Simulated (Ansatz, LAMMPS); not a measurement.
**Localised basis functions on liquid dimethyl carbonate at 320 K (168 atoms)**

Aim: test how closely localised support functions follow the reference on liquid dimethyl carbonate at 320 K (168 atoms), and at what cost. A setting counts as converged where the r.m.s. difference of forces stays under 1 % of the r.m.s. force.

Main program and level: Ansatz 0.2.0; Kohn-Sham DFT, r2SCAN+D4, PAW (set soft_2), plane waves.

## 1. Starting point

The cell holds 168 atoms: 42 C, 42 O and 84 H. Cell: a = 12.508 Å, b = 12.508 Å, c = 12.508 Å, α = 90.0°, β = 90.0°, γ = 90.0°. 14 dimethyl carbonate placed at random, at 1.07 g/cm³; overlaps pushed apart, then 10 ps at 470 K with MMFF94 bonds, angles, torsions, charges and radii (Halgren, J. Comput. Chem. 17, 490 (1996)) in harmonic and 12-6 forms. Snapshot after 20 ps at 320 K and fixed volume.

What the set-up can't give: The network of contacts between molecules at the start is that of the classical potential that made the cell, and needn't be the one that DFT or experiment would give. The density was typed from a rule of thumb and may lie off the real one at this temperature. Only the Γ point is sampled, in a cell whose shortest periodic width is 13 Å.

## 2. The classical run that made the cell

A classical potential supplies the starting structure, since it reaches far longer times than DFT.

This step: classical MD, MMFF94 bonds, angles, torsions, charges and radii (Halgren, J. Comput. Chem. 17, 490 (1996)) in harmonic and 12-6 forms (LAMMPS 22 Jul 2025 - Update 4).

in.lmp

```
# liquid dimethyl carbonate
units real
atom_style full
boundary p p p
bond_style harmonic
angle_style harmonic
dihedral_style opls
improper_style harmonic
special_bonds lj 0 0 0.5 coul 0 0 0.75
read_data data.lmp
neigh_modify delay 0 every 1 check yes one 4000
comm_modify cutoff 12.0
timestep 0.5
thermo_style custom step time temp pe press density
thermo_modify norm yes
# push overlapping molecules apart
pair_style soft 2.6
pair_coeff * * 0.0
variable a equal ramp(1,60)
fix ad all adapt 1 pair soft a * * v_a
velocity all create 470 384586 mom yes dist gaussian
fix lim all nve/limit 0.03
fix lan all langevin 470 470 50 384587 zero yes
thermo 1000
run 3000 post no
unfix ad
pair_style lj/cut/coul/long 9.0
pair_modify mix arithmetic tail yes
pair_coeff 1 1 0.0678 3.3680   # C
pair_coeff 2 2 0.0763 3.0430   # O
pair_coeff 3 3 0.0678 3.4070   # C
pair_coeff 4 4 0.0763 2.9870   # O
pair_coeff 5 5 0.0216 2.5400   # H
kspace_style pppm 1.0e-4
# [... 17 lines left out ...]
compute msd all msd com yes
thermo 5000
fix md all nvt temp 320 320 100
run 20000 post no
print "== T320: mean square displacement over the hold $(c_msd[4]:%.2f) A^2"
unfix md
uncompute msd
write_dump all custom T320.dump id type xs ys zs modify sort id
```

On the command line:

```bash
lmp -in in.lmp -log none -nocite
```

The program printed:

```text
LAMMPS (22 Jul 2025 - Update 4)
Reading data file ...
  orthogonal box = (0 0 0) to (12.50847 12.50847 12.50847)
  168 atoms
  orthogonal box = (0 0 0) to (12.50847 12.50847 12.50847)
  154 bonds
  238 angles
  140 dihedrals
  14 impropers
   Step          Time           Temp          PotEng         Press         Density
         0   0              470            0.43642315     3502.8268      1.0699987
      1000   500            428.81792      1.5418693      18101.092      1.0699987
      2000   1000           430.51532      1.5196585      11692.388      1.0699987
      3000   1500           446.02575      1.4447051      16897.615      1.0699987
Loop time of 0.411238 s on 1 MPI rank(s) for 3000 steps with 168 atoms
PPPM initialization ...
  G vector (1/distance) = 0.30312315
  grid = 8 8 8
  estimated relative force accuracy = 2.1686855e-05
   Step          Time           Temp          PotEng         Press         Density
      3000   1500           446.02575     -2.3550071      5265.2049      1.0699987
      3100   1550           446.02575     -3.6895948      4754.9352      1.0699987
      3200   1600           446.02575     -3.7484915      3233.4132      1.0699987
      3300   1650           446.02575     -3.7629891      3101.4412      1.0699987
Loop time of 0.758733 s on 1 MPI rank(s) for 300 steps with 168 atoms
[... 2 lines left out ...]
  Energy initial, next-to-last, final =
     -2.35500707057395  -3.76290718942473  -3.76298914756487
  Force two-norm initial, final = 526.12017 7.2373129
  Iterations, force evaluations = 300 600
   Step          Time           Temp          PotEng         Press         Density
         0   0              470           -3.7629891      3380.192       1.0699987
      1000   500            447.71718     -2.4312961      1644.0615      1.0699987
      2000   1000           466.16111     -2.6167052     -3464.9682      1.0699987
Loop time of 1.87493 s on 1 MPI rank(s) for 2000 steps with 168 atoms
   Step          Time           Temp          PotEng         Press         Density
      2000   1000           466.16111     -2.6167052     -3464.9682      1.0699987
[... 5 lines left out ...]
Loop time of 9.81213 s on 1 MPI rank(s) for 10000 steps with 168 atoms
   Step          Time           Temp          PotEng         Press         Density
[... 4 lines left out ...]
Loop time of 4.82265 s on 1 MPI rank(s) for 5000 steps with 168 atoms
   Step          Time           Temp          PotEng         Press         Density
[... 2 lines left out ...]
     25000   24000          286.64113     -2.9263297      5199.7385      1.0699987
     30000   29000          342.00829     -2.8130989      2599.5534      1.0699987
     35000   34000          314.73305     -2.7642384     -2567.53        1.0699987
     37000   36000          315.56855     -2.7369511     -4016.4269      1.0699987
Loop time of 19.0741 s on 1 MPI rank(s) for 20000 steps with 168 atoms
== T320: mean square displacement over the hold 25.12 A^2
```

Run time: 37 s. Hardware: 1 thread of Arm Neoverse N1, shared host; peak memory 0.13 GiB.

The input also reads data.lmp (atoms, bonds and types; not printed here).

## 3. Plane-wave single point

This run is the reference for what follows, at a cutoff of 500 eV.

input.yaml

```yaml
crystal:
  lattice:
    - [12.50847, 0.0, 0.0]
    - [0.0, 12.50847, 0.0]
    - [0.0, 0.0, 12.50847]
  atoms:
    - { symbol: C, position: [0.13126, 0.61037, 0.58993] }
    - { symbol: O, position: [0.11459, 0.71351, 0.63377] }
    - { symbol: C, position: [0.02301, 0.76223, 0.60632] }
    - { symbol: O, position: [0.96241, 0.72711, 0.53941] }
    - { symbol: O, position: [0.01807, 0.86455, 0.6444] }
    - { symbol: C, position: [0.93397, 0.92243, 0.59336] }
    - { symbol: H, position: [0.2065, 0.57895, 0.61604] }
    - { symbol: H, position: [0.07089, 0.56001, 0.62493] }
    - { symbol: H, position: [0.12004, 0.59826, 0.50373] }
    - { symbol: H, position: [0.85425, 0.88197, 0.60258] }
    - { symbol: H, position: [0.92074, 0.00507, 0.6122] }
    - { symbol: H, position: [0.94822, 0.9305, 0.50619] }
    - { symbol: C, position: [0.29303, 0.45688, 0.96279] }
    - { symbol: O, position: [0.31245, 0.51244, 0.06252] }
    - { symbol: C, position: [0.30996, 0.4449, 0.145] }
    - { symbol: O, position: [0.30068, 0.35036, 0.14129] }
    - { symbol: O, position: [0.30623, 0.5038, 0.23681] }
    - { symbol: C, position: [0.28415, 0.43757, 0.32619] }
    - { symbol: H, position: [0.3562, 0.39885, 0.93849] }
    - { symbol: H, position: [0.21929, 0.41189, 0.97186] }
    - { symbol: H, position: [0.27479, 0.50378, 0.89612] }
    - { symbol: H, position: [0.35858, 0.41757, 0.37216] }
    - { symbol: H, position: [0.22336, 0.4748, 0.37239] }
    - { symbol: H, position: [0.24335, 0.35765, 0.30724] }
    - { symbol: C, position: [0.71857, 0.75643, 0.48875] }
    - { symbol: O, position: [0.633, 0.7307, 0.41457] }
    - { symbol: C, position: [0.53618, 0.74697, 0.45937] }
    - { symbol: O, position: [0.51291, 0.80034, 0.53913] }
    - { symbol: O, position: [0.46574, 0.69933, 0.39686] }
    - { symbol: C, position: [0.35818, 0.70065, 0.43739] }
    - { symbol: H, position: [0.79214, 0.77181, 0.44057] }
    - { symbol: H, position: [0.70449, 0.8384, 0.51802] }
    [... 130 atom lines left out ...]
    - { symbol: H, position: [0.55473, 0.0888, 0.05315] }
    - { symbol: H, position: [0.41448, 0.07945, 0.083] }
    - { symbol: H, position: [0.47198, 0.00692, 0.97006] }
    - { symbol: H, position: [0.39228, 0.18915, 0.65711] }
    - { symbol: H, position: [0.26234, 0.19448, 0.71999] }
    - { symbol: H, position: [0.31733, 0.3123, 0.67185] }
kpoints:
  mp_grid: { grid: [1, 1, 1] }
hamiltonian:
  xc: r2scan
  dispersion: d4
scf:
  occupations: { method: fixed }
output:
  forces: true
  stress: true
  populations: true
  dos:
    method: { smearing: { sigma: 0.1 } }
    de: 0.1
    projected: { site_lists: { C: [C], H: [H], O: [O] } }
  eigenvalues: true
  write_density: true
  write_potential: true
  volumetric_format: npy
```

On the command line:

```bash
ansatz run input.yaml --threads 8 --pin off --max-ram 15872MiB --backend cpu --events-out ev --progress --plain --runs-dir out
```

The program printed:

```text
Engine: ansatz 0.2.0, aarch64-unknown-linux-gnu
Pseudopotentials: kind: paw
Pseudopotential: C, paw, valence charge 4, recommended cutoff 500 eV (meta_gga), C.paw.azcp
Pseudopotential: O, paw, valence charge 6, recommended cutoff 500 eV (meta_gga), O.paw.azcp
Pseudopotential: H, paw, valence charge 1, recommended cutoff 500 eV (meta_gga), H.paw.azcp
[... 6 lines on functional and potentials left out ...]
Crystal: 168 atoms, lattice volume = 1957.098 Å³
Basis set: ecut = 500 eV, 49557 PW (Γ), exchange–correlation on 384×384×384 points (64 copies of the dense FFT grid, shifted against one another)
Bands: 420, of which v1, the nominal top of the filled ones, is band 252 counted from 1 (251 counted from 0)
Symmetry: 1 space group operations
Space group: P1 (ITA 1), of the structure as read, at distance tolerance 1.3e-4 Å
k-points: 1
[... 9 lines on functional and potentials left out ...]
Initial density: superposition of atomic densities (neutral atoms: chi_scale 0, normalization atom), corrected by the library's trained network
Initial wavefunctions: pseudopotential atomic-orbital guess
Functional: x = r2scan, c = r2scan; τ floored in thin density (d = 2e-4 eV/Å³)
SCF iter   1: F=—  HF=-35771.625143 eV  |F-HF|=—  |Δ(HF+E_count)|=         —  Δρ=7.54e-3  dr2=9.75e-1  dr2_τ=1.31e1  ethr=1.77e-3  ⟨swp⟩=5.0  Hψ=1480  notcnv=0  defer=164
preconditioner: auto → Resta (q_TF=auto, 2.176 Å⁻¹)  ε∞=2.2  [insulator: Δε(μ)=6.013 eV  Ē_g=16.773 eV  n_scr=340 (ndim 8)  ℏωp=18.3 eV  f_vac=0.301  ε∞_Penn≈2.2]
SCF iter   2: F=—  HF=-35769.808353 eV  |F-HF|=—  |Δ(HF+E_count)|=    1.82e0  Δρ=3.74e-3  dr2=1.45e-1  dr2_τ=3.50e-2  ethr=1.93e-4  ⟨swp⟩=3.0  Hψ=744  notcnv=0  defer=166
SCF iter   3: F=—  HF=-35769.799679 eV  |F-HF|=—  |Δ(HF+E_count)|=   8.67e-3  Δρ=1.63e-3  dr2=3.77e-2  dr2_τ=4.33e-3  ethr=2.88e-5  ⟨swp⟩=3.0  Hψ=487  notcnv=0  defer=166
SCF iter   4: F=—  HF=-35769.802149 eV  |F-HF|=—  |Δ(HF+E_count)|=   2.47e-3  Δρ=5.80e-4  dr2=6.65e-3  dr2_τ=9.58e-4  ethr=7.47e-6  ⟨swp⟩=3.0  Hψ=482  notcnv=0  defer=166
SCF iter   5: F=—  HF=-35769.803840 eV  |F-HF|=—  |Δ(HF+E_count)|=   1.69e-3  Δρ=1.96e-4  dr2=8.97e-4  dr2_τ=8.99e-5  ethr=1.32e-6  ⟨swp⟩=2.0  Hψ=703  notcnv=0  defer=166
SCF iter   6: F=—  HF=-35769.804729 eV  |F-HF|=—  |Δ(HF+E_count)|=   8.89e-4  Δρ=7.18e-5  dr2=1.25e-4  dr2_τ=9.56e-6  ethr=1.78e-7  ⟨swp⟩=2.0  Hψ=508  notcnv=0  defer=166
SCF iter   7: F=—  HF=-35769.805003 eV  |F-HF|=—  |Δ(HF+E_count)|=   2.74e-4  Δρ=5.00e-5  dr2=4.31e-5  dr2_τ=5.46e-6  ethr=2.49e-8  ⟨swp⟩=2.0  Hψ=513  notcnv=0  defer=164
SCF iter   8: F=—  HF=-35769.805395 eV  |F-HF|=—  |Δ(HF+E_count)|=   3.92e-4  Δρ=1.18e-5  dr2=2.65e-6  dr2_τ=2.53e-7  ethr=8.55e-9  ⟨swp⟩=2.0  Hψ=511  notcnv=0  defer=162
SCF iter   9: F=—  HF=-35769.805402 eV  |F-HF|=—  |Δ(HF+E_count)|=   7.19e-6  Δρ=5.73e-6  dr2=6.19e-7  dr2_τ=7.73e-8  ethr=5.25e-10  ⟨swp⟩=2.0  Hψ=511  notcnv=0  defer=162
SCF iter  10: F=—  HF=-35769.805403 eV  |F-HF|=—  |Δ(HF+E_count)|=   6.25e-7  Δρ=2.34e-6  dr2=1.05e-7  dr2_τ=1.41e-8  ethr=1.23e-10  ⟨swp⟩=2.0  Hψ=511  notcnv=0  defer=162
SCF iter  11: F=-35769.805403 eV  HF=-35769.805403 eV  |F-HF|=3.14e-8  |Δ(HF+E_count)|=   1.40e-7  Δρ=7.62e-7  dr2=1.35e-8  dr2_τ=1.70e-9  ethr=1.98e-11  ⟨swp⟩=21.0  Hψ=3914  notcnv=0
SCF 1 converged in 11 iterations: F = -35769.805403 eV  dr2 = 1.35e-8
  greatest PAW one-centre occupation: 0.886 electrons in one spin orbital (limit 2), on the O atom at site 15 (counted from 0), in its partial waves of l = 0
WARN: The input density's exchange-correlation potential varies sharply where the density is thin. Do not read a vacuum level from v_tot or v_xc, or from such a field of the output density. On a cell that repeats whose density bears no net charge and no dipole along the vacuum's axis use v_es (v_loc + v_h of the components); [...]
SCF converged after 11 iterations
Free energy (F): -35769.805403 eV
Harris-Foulkes:  -35769.805403 eV  (|F-HF|=3.14e-8)
Internal energy: -35769.805403 eV  (E = F + TS)
E sigma→0 (E₀):  -35769.805403 eV
Fermi energy:    -2.221035 eV
--- Per-component energies (eV) ---
  E_band       = -4984.162613
  E_kinetic    = 12334.905946
  E_local      = -44324.103021  (includes V_loc(G=0)·N_el)
  E_nonlocal   = 3261.009968
  E_hartree    = 16669.084160
  E_xc         = -5768.531785
  E_vxc        = -8215.880585  (∫ρ·V_xc dr)
  E_paw        = -11008.119308  (= ΣΔE_a)
  E_vpaw       = -1904.953526  (= ΣTr[D̂ρ^β])
  E_aug_tail   = 0.001566  (compensation charges beyond the density's cutoff)
  E_vtau       = 526.688393  (kinetic-family band-sum trace: ∫τ·v_τ [+ j·A + Jᵃ·Aᵃ] dr)
  E_ewald      = -6928.441670
  E_disp       = -3.229243  (pairwise vdW)
  E_core_change = -2.382015  (= ΣΔE_core)
  E_smearing   = -0.000000  (= −TS)
  E_closure    = 0.000000  (closes the sum)
  Σ components = -35769.805403   (vs F -35769.805403, Δ=0.00e0)
--- Forces (eV/Å), atoms counted from 1 ---
  atom   1  C     -1.25690484    -1.01943776     0.02974317
  atom   2  O      0.27315984     1.18573341     0.41763442
  atom   3  C      0.30542560     0.72429841    -1.87864064
  atom   4  O     -0.10049394    -0.23333899     0.76018866
  atom   5  O      0.09266039    -0.67262953     0.26453442
  atom   6  C     -1.78762636    -0.65023763    -1.84330151
  atom   7  H      0.66822846     0.34511785     0.18839978
  atom   8  H     -0.26329380    -0.52586488     0.19198552
  atom   9  H      0.18699093     0.89903394     0.08941848
  atom  10  H      1.08595563     0.28375542     0.08946818
  atom  11  H      0.81699071     0.34530908     1.54725820
  atom  12  H      0.11124514    -0.71874845     0.39279479
  atom  13  C      0.10745595    -2.27283408     0.57387786
  atom  14  O      0.30303935    -0.13385124    -0.87262804
[...]
atom 167  H     -0.24620852    -0.44902806     0.44518143
  atom 168  H      0.48939391    -0.10082418     0.59372222
  max |Σ_I F_I| component: 1.06e-4 eV/Å
--- Stress (GPa, compression-positive) ---
       -2.395623       0.803648      -0.354146
        0.803648      -1.450395      -0.124495
       -0.354146      -0.124495      -1.847009
  P = ⅓ Tr σ = -1.8977 GPa (-18.977 kbar)
--- Band table (eV) ---
  k-point 0: bands = ["-25.8960", "-25.7412", "-25.6490", "-25.6243", [... 404 levels ...], "10.6935", "10.7297", "10.7704", "10.7970", "10.8409", "10.8727", "10.8819", "10.9092", "10.9286", "11.0106", "11.0328", "11.0529"]
--- Löwdin populations: 168 sites ---
  site symbol       q [e]
     0      C      4.2181
     1      O      6.2816
     2      C      3.2440
[...]
167      H      0.7923
  spilling = 0.014093 (of n_electrons = 504.000000)
```

Wall time 80 s (8 threads of Arm Neoverse N1, shared host); peak memory 5.5 GiB; 10 min of CPU time.

The program notes that the exchange-correlation potential is rough where the density is thin.

Numbers from this run:

- free energy: -35769.8054 eV
- free energy per atom: -212.9155 eV/atom
- SCF cycles: 11
- pressure: -1.898 GPa
- r.m.s. force component: 0.9764 eV/Å
- longest force: 4.348 eV/Å
- Fermi energy: -2.221 eV
- gap (highest filled to lowest empty level): 5.945 eV
- spilling of the projection: 0.01409

Neighbours are counted within 1.34 Å (H-C), 1.73 Å (C-O).

Length of the force by element and coordination:

| element | coordination | atoms | mean length of the force (eV/Å) | spread | least | most |
| --- | --- | --- | --- | --- | --- | --- |
| C | all | 42 | 1.92 | 0.690 | 0.425 | 3.60 |
| C | 3 | 14 | 1.99 | 0.631 | 0.803 | 3.47 |
| C | 4 | 28 | 1.89 | 0.715 | 0.425 | 3.60 |
| H | all | 84 | 1.11 | 0.637 | 0.205 | 4.35 |
| O | all | 42 | 1.83 | 0.814 | 0.393 | 3.93 |
| O | 1 | 14 | 2.11 | 0.917 | 0.563 | 3.93 |
| O | 2 | 28 | 1.69 | 0.716 | 0.393 | 3.32 |

Löwdin charges by element and coordination (they lack the spilled electrons, 0.042 e an atom on average):

| element | coordination | atoms | mean charge (e) | spread | least | most |
| --- | --- | --- | --- | --- | --- | --- |
| C | all | 42 | 0.104 | 0.451 | -0.258 | 0.756 |
| C | 3 | 14 | 0.741 | 0.0086 | 0.729 | 0.756 |
| C | 4 | 28 | -0.214 | 0.014 | -0.258 | -0.190 |
| H | all | 84 | 0.206 | 0.0145 | 0.176 | 0.246 |
| O | all | 42 | -0.347 | 0.0794 | -0.489 | -0.258 |
| O | 1 | 14 | -0.457 | 0.0152 | -0.489 | -0.434 |
| O | 2 | 28 | -0.292 | 0.017 | -0.329 | -0.258 |

Density of states as counts of states in windows of 1 eV (from the Fermi level), total and the larger projections:

| from (eV) | to (eV) | total | O p | C p | H s | O s | C s |
| --- | --- | --- | --- | --- | --- | --- | --- |
| -14 | -13 | 3.3 | 1.0 | 0.2 | 0.6 | 0.0 | 1.3 |
| -13 | -12 | 24.7 | 8.1 | 1.3 | 4.7 | 0.1 | 10.1 |
| -12 | -11 | 19.3 | 2.7 | 1.2 | 5.9 | 0.9 | 8.2 |
| -11 | -10 | 8.7 | 1.2 | 0.5 | 2.7 | 0.5 | 3.8 |
| -10 | -9 | 0.0 | 0.0 | 0.0 | 0.0 | 0.0 | 0.0 |
| -9 | -8 | 21.3 | 5.9 | 5.1 | 3.9 | 2.6 | 3.4 |
| -8 | -7 | 24.4 | 10.3 | 8.1 | 2.5 | 1.9 | 1.3 |
| -7 | -6 | 30.5 | 14.2 | 11.7 | 2.5 | 1.3 | 0.2 |
| -6 | -5 | 43.3 | 21.1 | 12.3 | 4.2 | 4.4 | 0.5 |
| -5 | -4 | 65.1 | 23.9 | 26.4 | 11.7 | 1.8 | 0.5 |
| -4 | -3 | 30.7 | 10.0 | 13.8 | 5.9 | 0.5 | 0.1 |
| -3 | -2 | 48.5 | 17.0 | 17.2 | 11.3 | 2.1 | 0.1 |
| -2 | -1 | 28.8 | 17.7 | 5.3 | 4.5 | 0.8 | 0.1 |
| -1 | 0 | 69.8 | 59.2 | 4.3 | 5.4 | 0.1 | 0.1 |
| 0 | 1 | 1.5 | 1.5 | 0.0 | 0.0 | 0.0 | 0.0 |
| 1 | 5 | 0.0 | 0.0 | 0.0 | 0.0 | 0.0 | 0.0 |

With fixed occupations the program's Fermi level is the highest filled level; weight inside the gap is the broadening of levels at its edges.

Between -24 and -14 eV lie 84 more states.

The levels nearest the highest filled one (over half full), pooled over k-points and spins:

| level less the highest filled one (eV) | occupation |
| --- | --- |
| -0.301 | 2 |
| -0.253 | 2 |
| -0.188 | 2 |
| -0.153 | 2 |
| -0.130 | 2 |
| 0 | 2 |
| 5.94 | 0 |
| 6.03 | 0 |
| 6.11 | 0 |
| 6.17 | 0 |
| 6.20 | 0 |
| 6.22 | 0 |

Electrostatic potential energy in the bc plane at fractional x = 0.060, with atoms of H and C and O within 0.2 Å of it. With pseudopotentials it is smooth inside the atoms' cores, unlike the true potential.

Values in eV, 13 rows by 16 columns, each cell a mean:
```
 -8   4   4   4   4   4   4   4  -3 -24   2   4   3  -6  -9 -32
  5   4   0 -19  -6   4   4  -5 -27 -38  -4   4   1 -16   2   4
  5   0 -21 -30 -22   1   3   0  -3  -3   2   5   5   5   5   5
  5   4   3  -4 -36  -8   3   4   3   4   4   4   4   4   5   5
  5   5   5   5   2   4   4   4  -5 -10   0 -12 -17 -13  -7   5
  5   4   2   2   5   5   5   4   1  -2   0  -6 -17  -1   3   5
  3 -13 -24  -3   4   4   4   4   4   3   4   4   4   4   5   5
  3 -13 -30   0   4   4   3   4   4   5   5   5   4   2   5   5
  4   3 -11   1   4   4   3   4   5   5   6   5  -2 -21   1   4
  4   4   3   3   4   4   4   4   5   5   5   5  -4 -37 -13   3
  4   4   2   0   3   4   4   5   5   5   5   4   2  -1   2   4
 -4  -5 -11  -7  -5   2   4   5   5   5   5   5   4   4   4   2
-17 -23 -31   0   2   3   4   4   3   1   4   4   4   3   0 -18
```
Columns run along b (12.5 Å; values clipped at the 3rd and 97th percentile), rows up along c (12.5 Å). Atoms in or near the plane, at fractional coordinates: H at (0.56, 0.62), C at (0.22, 0.83), O at (0.28, 0.73), H at (0.14, 0.81), H at (0.82, 0.35), C at (0.13, 0.45), H at (0.16, 0.37), O at (0.97, 0.98), O at (0.13, 0.04), H at (0.83, 0.90), C at (0.57, 0.88), H at (0.58, 0.97), H at (0.50, 0.85).

[end of part 1 of 2]

[Logs are printed without paths, hosts, clocks, repeated set-up lines and the standing remarks that a program may print on its own settings, such as how far it seeks lower states.]

[Hosts, paths, dates, database ids (printed as entryN), source tags and the programs' standing remarks are cut or masked in the printed files.]

[The MMFF94 radii named for the starting cell were scaled by 0.96; in molecules described by MMFF94, hydrogen bound to N, O or S took a small fixed 12-6 site in their place.]
